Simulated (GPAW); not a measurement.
Consider NiO (Fm-3m).

```
Ni O
1.0
     2.08590    2.08590    4.17180
     4.17180    2.08590    2.08590
     2.08590    4.17180    2.08590
Ni O
2 2
Direct
  0.00000 0.00000 0.00000
  0.50000 0.50000 0.50000
  0.25000 0.25000 0.25000
  0.75000 0.75000 0.75000
```

Absorber: atom 3, with 6 Ni at 2.09 Å (octahedral, site symmetry m-3m). Method: GPAW, PBE + U (Ni 7 eV), full core hole (charged cell), 16-atom cell with 5.9 Å between holes, 4×4×4 k points, dipole transitions, Gaussian full width 0.9 eV up to 4 eV, rising linearly to 3.5 eV at 25 eV.

Q: Where do the maxima of the O K edge fall?

Main maxima up to 24 eV above the zero (height): 2.3 eV (2.02), 5.5 eV (2.44), 8.1 eV (3.28) and 14.0 eV (0.83). A K edge sees empty p states; the first features are O p mixed into the empty d states of the Ni neighbours, and the broad ones above probably into the cations' higher empty bands. The total-energy difference plus the lowest empty eigenvalue puts the zero at 530.19 eV. The functional and the charged cell's background leave an error of a few eV in such absolute values.

The O K spectrum (energy from the lowest empty level; intensity scaled to a mean of 1 over the first 20 eV):

```csv
E (eV),intensity
-2.0,0.00
-1.0,0.00
0.0,0.00
1.0,0.12
2.0,1.54
3.0,1.00
4.0,1.17
5.0,2.05
6.0,2.05
7.0,1.71
8.0,3.26
9.0,1.93
10.0,0.82
11.0,0.28
12.0,0.27
13.0,0.61
14.0,0.83
15.0,0.69
16.0,0.50
17.0,0.37
18.0,0.29
19.0,0.26
20.0,0.28
21.0,0.34
22.0,0.40
23.0,0.42
24.0,0.44
25.0,0.56
26.0,0.86
27.0,1.30
28.0,1.65
29.0,1.74
30.0,1.52
31.0,1.14
32.0,0.83
```

The hole lies in one spin channel, while the script sums the empty states of both and takes the lower zero; where the two channels are split, this blurs and shifts the curve. The spins start antiferromagnetically in a simple order, which needn't be the measured one; gap and edge can depend on it. The holes are only 5.9 Å apart, so the shape is probably not converged with cell size; no larger cell was run here. The mesh is coarse (0.38 Å⁻¹ between points), so small maxima may be mesh ripples. The structure is a published determination, not relaxed.

[Banner, clock and machine lines of the logs are left out without a mark of their own.]

[Logs are printed without paths, hosts, clocks, repeated set-up lines and the standing remarks that a program may print on its own settings, such as how far it seeks lower states.]

[Hosts, paths, dates, database ids (printed as entryN), source tags and the programs' standing remarks are cut or masked in the printed files.]

[Lists of maxima count a maximum above −3 eV only where it reaches 4 % of the highest in the window and stands out from its surroundings by 2 % of it (1.5 % where it reaches 55 %); shoulders and weaker maxima are passed over, and of the rest the first, up to two pre-edge ones and the few strongest are named.]
